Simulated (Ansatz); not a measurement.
# Twisted Zr2CO2 MXene bilayer, 21.79° (70 atoms): taking the cell apart: runs compared

How much energy holds the two parts of twisted Zr2CO2 MXene bilayer, 21.79° (70 atoms) together, and how does it fall off with distance?

Computed with Ansatz 0.2.0: Kohn-Sham DFT, LDA, PAW (set soft_2), plane waves.

### 1. The cell as built

The cell holds 70 atoms: 14 C, 28 Zr and 28 O. Its edges and angles: a = 8.757 Å, b = 8.757 Å, c = 28.110 Å, α = 90.0°, β = 90.0°, γ = 120.0°. It derives from Zr2CO2 (Zr2CO2 MXene). Zr2CO2 MXene (a = 3.31 Å) under Zr2CO2 MXene (a = 3.31 Å), bilayer, commensurate cell of 7 unit cells a layer, twist 21.79 deg; facing planes 2.91 Å apart; 16 Å of vacuum; layers as built, displaced by a Gaussian of 0.01 Å. Regions: layer 1, 35 atoms (7 C, 14 Zr and 14 O); layer 2, 35 atoms (7 C, 14 Zr and 14 O). Vacuum lies along c.

### 2. The reference run

The reference is a single point at the end of the relaxation.

The parts (lower: layer 1 and upper: layer 2) keep their atoms where they stand in it, and shifted cells move the upper part rigidly.

Its input, with most atom lines left out:

```yaml
crystal:
  lattice:
    - [8.7574, 0.0, 0.0]
    - [-4.3787, 7.58413, 0.0]
    - [0.0, 0.0, 28.11]
  atoms:
    - { symbol: C, position: [0.99919, 0.99966, 0.37139] }
    - { symbol: Zr, position: [0.19009, 0.23754, 0.42034] }
    - { symbol: Zr, position: [0.23713, 0.04725, 0.32246] }
    - { symbol: O, position: [0.23745, 0.04585, 0.45125] }
    - { symbol: O, position: [0.18965, 0.23766, 0.29135] }
    - { symbol: C, position: [0.14217, 0.42842, 0.37113] }
    - { symbol: Zr, position: [0.33255, 0.66635, 0.41978] }
    [... atom lines 8 to 70 left out ...]
kpoints:
  mp_grid: { grid: [3, 3, 1] }
hamiltonian:
  xc: lda
scf:
  occupations: { method: fixed }
output:
  forces: true
  populations: true
  dos:
    method: { smearing: { sigma: 0.1 } }
    de: 0.1
    projected:
      site_lists:
        C: [C]
        O: [O]
        Zr: [Zr]
        layer_1: [0, 1, 2, 3, 4, 5, 6, 7, 8, 9, 10, 11, 12, 13, 14, 15, 16, 17, 18, 19, 20, 21, 22, 23, 24, 25, 26, 27, 28, 29, 30, 31, 32, 33, 34]
        layer_2: [35, 36, 37, 38, 39, 40, 41, 42, 43, 44, 45, 46, 47, 48, 49, 50, 51, 52, 53, 54, 55, 56, 57, 58, 59, 60, 61, 62, 63, 64, 65, 66, 67, 68, 69]
  eigenvalues: true
  write_density: true
  write_potential: true
  volumetric_format: npy
```

```
free energy per atom   : -1902.9392 eV/atom
r.m.s. force component : 0.00732 eV/Å
```

Filled and empty levels are parted by 1.13 eV (on the run's k-points); a local or semilocal functional tends to put such gaps too low.

### 3. The runs

Each row is one run, on 8 threads of Arm Neoverse V1, shared host. The free energy is the program's total, comparable only between runs with the same functional, potentials and atoms, or as a whole against its parts.

```tsv
run	atoms	outcome	ionic steps, all passes	free energy (eV)	time	host memory (GiB)
Single point at the start	70	converged	-	-133204.987	1.7 min	11
Relaxation	70	converged	4	-133205.742	4.7 min	9.7
Single point at the relaxed geometry	70	converged	-	-133205.742	3 min	12
The lower part alone	35	converged	-	-66602.640	50 s	6.3
The upper part alone	35	converged	-	-66602.640	56 s	6.3
Upper part moved by +0.3 Å	70	converged	-	-133205.662	94 s	12
Upper part moved by -0.3 Å	70	converged	-	-133205.610	1.7 min	12
Upper part moved by +0.8 Å	70	converged	-	-133205.478	93 s	12
```

In some runs the program notes that it cut back its work space to fit the memory limit and the exchange-correlation potential is rough where the density is thin.

### 4. Interaction energy

Whole cell less its two parts, each frozen at the geometry of the whole and solved in the same cell with the same functional, so that energy zeros cancel. The upper part is 'layer 2' and the lower part 'layer 1'. The nearest atoms of the two parts stand 2.79 Å apart. The face is 66.42 Å².

```tsv
functional	interaction energy (eV)	of it, the added dispersion term (eV)	per area (meV/Å²)	per area (J/m²)	per atom of the upper part (meV)
LDA	-0.463	-	-7.0	-0.11	-13.2
```

### 5. Energy against separation

The upper part is moved rigidly along the normal from its place in the reference.

```tsv
shift (Å)	energy change (eV)	per area (meV/Å²)	share of the binding lost (%)	gap (eV)
-0.3	0.132	1.98	-	1.12
+0.0	0.000	0.00	-	1.13
+0.3	0.080	1.20	17	1.14
+0.8	0.263	3.96	57	1.14
```

### 6. Levels of whole and parts

```tsv
cell	gap (eV)	vacuum level at the upper face, over the highest filled level, or over E_F where no gap is given (eV)	moment (μB)
whole	1.13	5.45	no spin
lower part	1.14	5.44	no spin
upper part	1.14	5.45	no spin
```

### 7. Findings

The parts bind with 7.0 meV/Å² (0.463 eV for the cell) at the level LDA. LDA holds no long-range dispersion, so what binding it gives comes from the overlap of the layers' densities and dies out faster with distance than real dispersion. The curvature over ±0.3 Å is 0.57×10²⁰ N/m³, and the energy rises faster on the near side. At +0.8 Å, 57 % of the binding is lost. On the run's k-points the gap of the whole, 1.13 eV, lies 0.0098 eV under the smaller of the parts'.

**Limits.** The parts are frozen, so the energy of their deformation isn't counted. No correction is made for dipoles across the vacuum, and the parts also feel their periodic images through it. The reference functional has no dispersion term, which matters for the binding between molecules or layers, where LDA binds through overlap of densities alone.

The DFT runs together took 16 min of wall time.

[Logs are printed without paths, hosts, clocks, repeated set-up lines and the standing remarks that a program may print on its own settings, such as how far it seeks lower states.]

[Hosts, paths, dates, database ids (printed as entryN), source tags and the programs' standing remarks are cut or masked in the printed files.]
